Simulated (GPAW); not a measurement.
**Geometry or basis: what sets the conductance of BN in line between two Rh chains**

Aim: the conductance of BN in line between two Rh chains after relaxation, and whether geometry, basis or functional moves it most.

Main program and level: GPAW 26.7.0; GPAW LCAO, PAW setups; relaxation of the junction within the symmetry of its start, lead ends held, in the first sound run; inputs show where later runs differ.

**1. The structure**

The cell holds 18 atoms: 16 Rh, 1 B and 1 N. Its edges and angles: a = 9.000 Å, b = 9.000 Å, c = 39.425 Å, α = 90.0°, β = 90.0°, γ = 90.0°. Regions: left lead, 8 atoms (8 Rh); channel, 2 atoms (1 B and 1 N); right lead, 8 atoms (8 Rh). Vacuum lies along a and b. The structure is stacked along c, and the current runs across the ab planes.

**2. Relaxing the atoms**

Transmission follows bond lengths closely, so the atoms between the held lead ends are relaxed first, within whatever symmetry the start has.

Input file run.py:

```python
import json
from ase import Atoms
from ase.constraints import FixAtoms
from ase.optimize import BFGS
from gpaw import GPAW, FermiDirac

device = Atoms(
    ['Rh', 'Rh', 'Rh', 'Rh', 'Rh', 'Rh', 'Rh', 'Rh', 'B', 'N', 'Rh', 'Rh', 'Rh', 'Rh', 'Rh', 'Rh', 'Rh', 'Rh'],
    positions=[
        [4.50000, 4.50000, 1.15000],
        [4.50000, 4.50000, 3.45000],
        [4.50000, 4.50000, 5.75000],
        [4.50000, 4.50000, 8.05000],
        [4.50000, 4.50000, 10.35000],
        [4.50000, 4.50000, 12.65000],
        [4.50000, 4.50000, 14.95000],
        [4.50000, 4.50000, 17.25000],
        [4.50000, 4.50000, 19.15340],
        [4.50000, 4.50000, 20.43340],
        [4.50000, 4.50000, 22.17500],
        [4.50000, 4.50000, 24.47500],
        [4.50000, 4.50000, 26.77500],
        [4.50000, 4.50000, 29.07500],
        [4.50000, 4.50000, 31.37500],
        [4.50000, 4.50000, 33.67500],
        [4.50000, 4.50000, 35.97500],
        [4.50000, 4.50000, 38.27500]],
    cell=[[9.0, 0.0, 0.0], [0.0, 9.0, 0.0], [0.0, 0.0, 39.425]],
    pbc=True)

device.set_constraint(FixAtoms([0, 1, 2, 3, 4, 5, 6, 11, 12, 13, 14, 15, 16, 17]))
device.calc = GPAW(mode='lcao', basis='dzp', xc='PBE', h=0.18,
                   kpts={'size': (1, 1, 2), 'gamma': True},
                   symmetry={'tolerance': 1e-3, 'extra_ids': [1, 1, 1, 1, 1, 1, 1, 0, 0, 0, 0, 1, 1, 1, 1, 1, 1, 1]},
                   occupations=FermiDirac(0.1), maxiter=250,
                   mixer=dict(beta=0.1, nmaxold=8, weight=100.0),
                   convergence=dict(density=0.0001), txt='relax.txt')
path = []
opt = BFGS(device, maxstep=0.15)
opt.attach(lambda: path.append((device.get_potential_energy(), device.positions.tolist(), device.get_forces().tolist())))
relaxed = bool(opt.run(fmax=0.05, steps=50))
json.dump(dict(relaxed=relaxed, path=path, positions=device.positions.tolist(), moments=device.get_magnetic_moments().tolist(),
               forces=device.get_forces(apply_constraint=False).tolist()), open('result.json', 'w'))
```

The run is started by

```
> OMP_NUM_THREADS=1 OPENBLAS_NUM_THREADS=1 python run.py
```

The log of the run:

```text
Step          Energy          fmax
BFGS:    0      -67.160042        3.426756
BFGS:    1      -67.324848        1.712428
BFGS:    2      -67.377987        0.566712
BFGS:    3      -67.386446        0.279243
BFGS:    4      -67.390274        0.114690
BFGS:    5      -67.390578        0.101260
BFGS:    6      -67.387966        0.316977
BFGS:    7      -67.391571        0.042077
```

It took 28 min on 1 thread of Arm Neoverse V1, shared host; peak memory 2.1 GiB.

Step by step:

```csv
step,energy less that of the first step (eV),largest force (eV/Å)
1,0.0000,3.4268
2,-0.1703,1.7124
3,-0.2278,0.5667
4,-0.2380,0.2792
5,-0.2437,0.1147
6,-0.2441,0.1013
7,-0.2420,0.3170
8,-0.2452,0.0421
```

The atoms that moved most (Å):

```csv
atom,dx,dy,dz,length
Rh11,0.000,0.000,0.108,0.108
Rh8,0.000,0.000,-0.037,0.037
N10,0.000,0.000,0.026,0.026
B9,0.000,0.000,-0.015,0.015
```

The relaxation lowered the energy of the cell by 0.245 eV (energies extrapolated to zero smearing; the optimiser's log prints free energies). The largest force left on a free atom is 0.042 eV/Å.

**3. Double-zeta polarised basis**

Localised orbitals split the wire into layers that couple to their neighbours alone, which is what the Green's function method needs; double zeta with polarisation is the usual level for numbers.

This step: GPAW LCAO, PAW setups; Landauer transmission from Green's functions with principal layers (ASE), zero bias (GPAW 26.7.0).

Input file run.py:

```python
import json
import numpy as np
from ase import Atoms
from ase.transport.calculators import TransportCalculator
from gpaw import GPAW, FermiDirac
from gpaw.lcao.tools import get_lcao_hamiltonian
from scipy.linalg import eigh

# The junction with lead layers at both ends, along the third cell vector
device = Atoms(
    ['Rh', 'Rh', 'Rh', 'Rh', 'Rh', 'Rh', 'Rh', 'Rh', 'B', 'N', 'Rh', 'Rh', 'Rh', 'Rh', 'Rh', 'Rh', 'Rh', 'Rh'],
    positions=[
        [4.50000, 4.50000, 1.15000],
        [4.50000, 4.50000, 3.45000],
        [4.50000, 4.50000, 5.75000],
        [4.50000, 4.50000, 8.05000],
        [4.50000, 4.50000, 10.35000],
        [4.50000, 4.50000, 12.65000],
        [4.50000, 4.50000, 14.95000],
        [4.50000, 4.50000, 17.21255],
        [4.50000, 4.50000, 19.13834],
        [4.50000, 4.50000, 20.45956],
        [4.50000, 4.50000, 22.28286],
        [4.50000, 4.50000, 24.47500],
        [4.50000, 4.50000, 26.77500],
        [4.50000, 4.50000, 29.07500],
        [4.50000, 4.50000, 31.37500],
        [4.50000, 4.50000, 33.67500],
        [4.50000, 4.50000, 35.97500],
        [4.50000, 4.50000, 38.27500]],
    cell=[[9.0, 0.0, 0.0], [0.0, 9.0, 0.0], [0.0, 0.0, 39.425]],
    pbc=True)

# One principal layer of the lead: the first 5 atoms of the device
lead = Atoms(
    ['Rh', 'Rh', 'Rh', 'Rh', 'Rh'],
    positions=[
        [4.50000, 4.50000, 1.15000],
        [4.50000, 4.50000, 3.45000],
        [4.50000, 4.50000, 5.75000],
        [4.50000, 4.50000, 8.05000],
        [4.50000, 4.50000, 10.35000]],
    cell=[[9.0, 0.0, 0.0], [0.0, 9.0, 0.0], [0.0, 0.0, 11.5]],
    pbc=True)

settings = dict(mode='lcao', basis='dzp', xc='PBE', h=0.18,
                occupations=FermiDirac(0.1), maxiter=250,
                mixer=dict(beta=0.1, nmaxold=8, weight=100.0),
                convergence=dict(density=0.0001))
energies = np.arange(-2, 2 + 1e-9, 0.025)
eta = 0.0001
n1, n2 = 1, 1
# k and -k transmit alike, so half of the mesh across the current serves
mesh = [(i, j) for i in range(n1) for j in range(n2) if (i, j) <= (-i % n1, -j % n2)]
weights = np.array([1 if (i, j) == (-i % n1, -j % n2) else 2 for i, j in mesh]) / (n1 * n2)

# [... helper functions left out ...]
fermi_lead = ground_state(lead, (1, 1, 10), 'lead.txt')
fermi_device = ground_state(device, (1, 1, 2), 'device.txt')
# [... loop over the mesh left out, but for ...]
        # Shift the lead onto the potential of the device's first layer
        shift = ((H[:, 0, 0] - H0[:, 0, 0]) / S0[0, 0]).real.mean()
# [...]
kT = 8.617333e-5 * 300
bias = [0.1, 0.2, 0.5, 1.0, 1.5, 2.0]
# [... integrals and printing left out ...]
```

The log of the run:

```text
basis functions: device 458, principal layer 135
Fermi level: lead -3.7261 eV, device -3.8014 eV; lead shifted by -0.0026 eV
largest coupling past the next layer 2.07e-04 eV, largest misfit of the first layer 0.123 eV
  E-E_F (eV)   T (one spin)  [channel counts left out]
    -2.000    1.1782e+00
    -1.975    1.1740e+00
    -1.950    1.1711e+00
    -1.925    1.1693e+00
    -1.900    1.1686e+00
    -1.875    1.1688e+00
    -1.850    1.1700e+00
    -1.825    1.1719e+00
    -1.800    1.1745e+00
    -1.775    1.1778e+00
    -1.750    1.1816e+00
    -1.725    1.1858e+00
    -1.700    1.1905e+00
    -1.675    1.1955e+00
    -1.650    1.2008e+00
    -1.625    1.2063e+00
[...]
1.825    5.4317e-02
     1.850    5.3668e-02
     1.875    5.3063e-02
     1.900    5.2498e-02
     1.925    5.1969e-02
     1.950    5.1475e-02
     1.975    5.1012e-02
     2.000    5.0579e-02
conductance at 300 K: 1.7075 G0 a cell; thermopower -0.8794 uV/K
current from the zero-bias T(E) at 0.1 V: 13.222 uA
current from the zero-bias T(E) at 0.2 V: 26.4 uA
current from the zero-bias T(E) at 0.5 V: 65.282 uA
current from the zero-bias T(E) at 1.0 V: 126.71 uA
current from the zero-bias T(E) at 1.5 V: 184.77 uA
current from the zero-bias T(E) at 2.0 V: 240.23 uA
```

Run time: 9.1 min. Hardware: 1 thread; peak memory 2.3 GiB.

This step gave:

| Quantity | Value |
| --- | --- |
| conductance | 1.707 G₀ |
| largest coupling past the next principal layer | 2.07e-4 eV |
| largest misfit of the first principal layer | 0.1226 eV |
| shift that aligns the lead | -0.002621 eV |
| basis functions of the junction | 458 |
| basis functions of a principal layer | 135 |
| transmission at the Fermi level (one spin) | 1.710 |

One spin. The transmission, zone mean by energy, zero at the Fermi level:

energy (eV), transmission, zone mean and a bar:
```
   -2.000       1.18 ####################
   -1.900       1.17 ####################
   -1.800       1.17 ####################
   -1.700       1.19 ####################
   -1.600       1.21 #####################
   -1.500       1.24 #####################
   -1.400       1.26 ######################
   -1.300       1.28 ######################
   -1.200       1.30 ######################
   -1.100       1.33 #######################
   -1.000       1.35 #######################
   -0.900       1.32 #######################
   -0.800       1.32 #######################
   -0.700       1.34 #######################
   -0.600       1.38 ########################
   -0.500       1.43 #########################
   -0.400       1.49 ##########################
   -0.300       1.56 ###########################
   -0.200       1.63 ############################
   -0.100       1.68 #############################
    0.000       1.71 ##############################
    0.100       1.72 ##############################
    0.200       1.71 ##############################
    0.300       1.68 #############################
    0.400       1.65 #############################
    0.500       1.63 ############################
    0.600       1.62 ############################
    0.700       1.62 ############################
    0.800       1.62 ############################
    0.900       1.65 #############################
    1.000       1.30 ######################
    1.100       0.13 #
    1.200       0.11 #
    1.300       0.09 #
    1.400       0.08 
    1.500       0.07 
    1.600       0.06 
    1.700       0.06 
    1.800       0.06 
    1.900       0.05 
    2.000       0.05
```

Not self-consistent under bias; the bias window is split evenly. Current through one cell, from the zero-bias transmission against bias:

```csv
bias (V),"current through one cell, from the zero-bias transmission (μA)"
0.100,13.2
0.200,26.4
0.500,65.3
1.000,127
1.500,185
2.000,240
```

Transmission of the three most open eigenchannels against energy, zero at the Fermi level:

```csv
energy (eV),channel 1,channel 2,channel 3
-2.000,0.505,0.505,0.168
-1.900,0.502,0.502,0.165
-1.800,0.505,0.505,0.164
-1.700,0.514,0.514,0.163
-1.600,0.524,0.524,0.164
-1.500,0.535,0.535,0.166
-1.400,0.545,0.545,0.170
-1.300,0.554,0.554,0.175
-1.200,0.558,0.558,0.183
-1.100,0.567,0.567,0.193
-1.000,0.573,0.573,0.204
-0.900,0.579,0.579,0.160
-0.800,0.588,0.588,0.148
-0.700,0.599,0.599,0.142
-0.600,0.616,0.616,0.145
-0.500,0.637,0.637,0.155
-0.400,0.662,0.662,0.169
-0.300,0.688,0.688,0.185
-0.200,0.712,0.712,0.202
-0.100,0.730,0.730,0.218
0.000,0.739,0.739,0.231
0.100,0.739,0.739,0.242
0.200,0.729,0.729,0.250
0.300,0.713,0.713,0.254
0.400,0.696,0.696,0.260
0.500,0.682,0.682,0.267
0.600,0.673,0.673,0.277
0.700,0.667,0.667,0.29
0.800,0.657,0.657,0.310
0.900,0.630,0.630,0.393
1.000,0.556,0.556,0.188
1.100,0.134,1.3e-7,3.4e-8
1.200,0.106,1.3e-7,7.0e-11
1.300,0.0885,1.3e-7,3.3e-12
1.400,0.0773,1.3e-7,0
1.500,0.0687,1.4e-7,0
1.600,0.0628,1.4e-7,0
1.700,0.0583,1.4e-7,0
1.800,0.0550,1.4e-7,0
1.900,0.0525,1.4e-7,0
2.000,0.0506,1.5e-7,0
```

Couplings past the next layer reach 2.1e-4 eV, small enough to drop; the matrix elements of the cell's first layer differ from the bulk lead's by up to 0.12 eV. That layer keeps its own values in the calculation, and only beyond it is the lead taken as perfect. The Fermi levels of lead and junction count from different zeros of potential, one for each periodic cell; with both set to zero, the small remaining shift is what aligns them. By hand: G = 1.707 × 77.48 μS = 132 μS, a resistance of 7.56 kΩ; at 0.1 V a linear junction would pass 13.2 μA, and the integral over the bias window gives 13.2 μA.

**4. GPAW, szp: basis = "szp(dzp)"**

The second zeta is dropped, the polarisation orbitals stay.

Edit run.py of step 3 so:

```diff
@@ -45,3 +45,3 @@
 
-settings = dict(mode='lcao', basis='dzp', xc='PBE', h=0.18,
+settings = dict(mode='lcao', basis='szp(dzp)', xc='PBE', h=0.18,
                 occupations=FermiDirac(0.1), maxiter=250,
```

The log of the run:

```text
basis functions: device 258, principal layer 75
Fermi level: lead -3.6284 eV, device -3.7584 eV; lead shifted by -0.0028 eV
largest coupling past the next layer 2.08e-04 eV, largest misfit of the first layer 0.121 eV
  E-E_F (eV)   T (one spin)  [channel counts left out]
    -2.000    1.2015e+00
    -1.975    1.1969e+00
    -1.950    1.1934e+00
    -1.925    1.1910e+00
    -1.900    1.1897e+00
    -1.875    1.1893e+00
    -1.850    1.1897e+00
    -1.825    1.1910e+00
    -1.800    1.1929e+00
    -1.775    1.1954e+00
    -1.750    1.1985e+00
    -1.725    1.2020e+00
    -1.700    1.2060e+00
    -1.675    1.2103e+00
    -1.650    1.2149e+00
    -1.625    1.2197e+00
[...]
1.825    4.9471e-02
     1.850    4.8947e-02
     1.875    4.8461e-02
     1.900    4.8008e-02
     1.925    4.7588e-02
     1.950    4.7196e-02
     1.975    4.6832e-02
     2.000    4.6494e-02
conductance at 300 K: 1.711 G0 a cell; thermopower -0.7414 uV/K
current from the zero-bias T(E) at 0.1 V: 13.249 uA
current from the zero-bias T(E) at 0.2 V: 26.453 uA
current from the zero-bias T(E) at 0.5 V: 65.39 uA
current from the zero-bias T(E) at 1.0 V: 126.77 uA
current from the zero-bias T(E) at 1.5 V: 184.44 uA
current from the zero-bias T(E) at 2.0 V: 237.69 uA
```

Run time: 5.4 min. Hardware: 1 thread; peak memory 2.2 GiB.

Numbers from this step:

* conductance: 1.711 G₀
* largest coupling past the next principal layer: 2.08e-4 eV
* largest misfit of the first principal layer: 0.1214 eV
* shift that aligns the lead: -0.002771 eV
* basis functions of the junction: 258
* basis functions of a principal layer: 75
* transmission at the Fermi level (one spin): 1.714

One spin. Transmission, zone mean against energy, zero at the Fermi level:

```csv
energy (eV),"transmission, zone mean"
-2.000,1.20
-1.900,1.19
-1.800,1.19
-1.700,1.21
-1.600,1.22
-1.500,1.25
-1.400,1.27
-1.300,1.29
-1.200,1.31
-1.100,1.33
-1.000,1.35
-0.900,1.34
-0.800,1.34
-0.700,1.35
-0.600,1.38
-0.500,1.43
-0.400,1.50
-0.300,1.57
-0.200,1.63
-0.100,1.68
0.000,1.71
0.075,1.72
0.100,1.72
0.200,1.70
0.300,1.67
0.400,1.64
0.500,1.62
0.600,1.60
0.700,1.59
0.800,1.56
0.900,1.43
1.000,1.05
1.100,0.116
1.200,0.0925
1.300,0.0779
1.400,0.0682
1.500,0.0614
1.600,0.0564
1.700,0.0528
1.800,0.0500
1.900,0.0480
2.000,0.0465
```

Not self-consistent under bias; the bias window is split evenly. Table of current through one cell, from the zero-bias transmission by bias:

```csv
bias (V),"current through one cell, from the zero-bias transmission (μA)"
0.100,13.2
0.200,26.5
0.500,65.4
1.000,127
1.500,184
2.000,238
```

Table of transmission of the three most open eigenchannels by energy, zero at the Fermi level:

```csv
energy (eV),channel 1,channel 2,channel 3
-2.000,0.513,0.513,0.176
-1.800,0.511,0.511,0.170
-1.600,0.528,0.528,0.169
-1.400,0.547,0.547,0.174
-1.200,0.562,0.562,0.186
-1.000,0.573,0.573,0.206
-0.800,0.586,0.586,0.166
-0.600,0.615,0.615,0.153
-0.400,0.662,0.662,0.176
-0.200,0.712,0.712,0.211
0.000,0.736,0.736,0.241
0.200,0.722,0.722,0.260
0.400,0.685,0.685,0.273
0.600,0.653,0.653,0.295
0.800,0.614,0.614,0.337
1.000,0.442,0.442,0.162
1.200,0.0925,5.4e-9,3.1e-11
1.400,0.0682,5.4e-9,0
1.600,0.0564,5.5e-9,0
1.800,0.0500,5.6e-9,0
2.000,0.0465,5.7e-9,0
```

The conductance, 1.71 G₀, lies 0.2 % above that of the dzp run.

**5. GPAW, sz: basis = "sz(dzp)"**

The minimal basis is the cheapest rung: no second zeta and no polarisation.

Edit run.py of step 4 so:

```diff
@@ -45,3 +45,3 @@
 
-settings = dict(mode='lcao', basis='szp(dzp)', xc='PBE', h=0.18,
+settings = dict(mode='lcao', basis='sz(dzp)', xc='PBE', h=0.18,
                 occupations=FermiDirac(0.1), maxiter=250,
```

The log of the run:

```text
basis functions: device 200, principal layer 60
Fermi level: lead -3.6411 eV, device -3.7768 eV; lead shifted by -0.0024 eV
largest coupling past the next layer 2.07e-04 eV, largest misfit of the first layer 0.068 eV
  E-E_F (eV)   T (one spin)  [channel counts left out]
    -2.000    1.1656e+00
    -1.975    1.1618e+00
    -1.950    1.1591e+00
[...]
1.975    5.4321e-02
     2.000    5.4117e-02
conductance at 300 K: 1.7517 G0 a cell; thermopower -0.9111 uV/K
current from the zero-bias T(E) at 0.1 V: 13.565 uA
current from the zero-bias T(E) at 0.2 V: 27.089 uA
current from the zero-bias T(E) at 0.5 V: 67.033 uA
current from the zero-bias T(E) at 1.0 V: 130.3 uA
current from the zero-bias T(E) at 1.5 V: 189.95 uA
current from the zero-bias T(E) at 2.0 V: 244.72 uA
```

Elapsed: 4.2 min, on 1 thread; peak memory 2.1 GiB.

Numbers from this step:

```
conductance                                    : 1.752 G₀
largest coupling past the next principal layer : 2.07e-4 eV
largest misfit of the first principal layer    : 0.06831 eV
shift that aligns the lead                     : -0.002393 eV
basis functions of the junction                : 200
basis functions of a principal layer           : 60
transmission at the Fermi level (one spin)     : 1.754
```

The conductance, 1.75 G₀, lies 2.6 % above that of the dzp run.

**6. LDA in the dzp basis: xc = "LDA"**

Back in the dzp basis, the functional changes from PBE to LDA, to set the spread between functionals beside that between bases.

Edit run.py of step 5 so:

```diff
@@ -45,3 +45,3 @@
 
-settings = dict(mode='lcao', basis='sz(dzp)', xc='PBE', h=0.18,
+settings = dict(mode='lcao', basis='dzp', xc='LDA', h=0.18,
                 occupations=FermiDirac(0.1), maxiter=250,
```

The log of the run:

```text
basis functions: device 458, principal layer 135
Fermi level: lead -4.0647 eV, device -4.1349 eV; lead shifted by -0.0035 eV
largest coupling past the next layer 2.18e-04 eV, largest misfit of the first layer 0.123 eV
  E-E_F (eV)   T (one spin)  [channel counts left out]
    -2.000    1.1592e+00
    -1.975    1.1557e+00
    -1.950    1.1532e+00
[...]
1.975    4.5629e-02
     2.000    4.5235e-02
conductance at 300 K: 1.7118 G0 a cell; thermopower -0.8481 uV/K
current from the zero-bias T(E) at 0.1 V: 13.255 uA
current from the zero-bias T(E) at 0.2 V: 26.462 uA
current from the zero-bias T(E) at 0.5 V: 65.386 uA
current from the zero-bias T(E) at 1.0 V: 126.63 uA
current from the zero-bias T(E) at 1.5 V: 184.02 uA
current from the zero-bias T(E) at 2.0 V: 238.58 uA
```

Elapsed: 7.2 min, on 1 thread; peak memory 2.3 GiB.

Numbers from this step:

* conductance: 1.712 G₀
* largest coupling past the next principal layer: 2.18e-4 eV
* largest misfit of the first principal layer: 0.1231 eV
* shift that aligns the lead: -0.003516 eV
* basis functions of the junction: 458
* basis functions of a principal layer: 135
* transmission at the Fermi level (one spin): 1.715

The conductance, 1.71 G₀, lies 0.3 % above that of the dzp run.

(Continued in part 2 of 2.)

[Logs are printed without paths, hosts, clocks, repeated set-up lines and the standing remarks that a program may print on its own settings, such as how far it seeks lower states.]

[Hosts, paths, dates, database ids (printed as entryN), source tags and the programs' standing remarks are cut or masked in the printed files.]
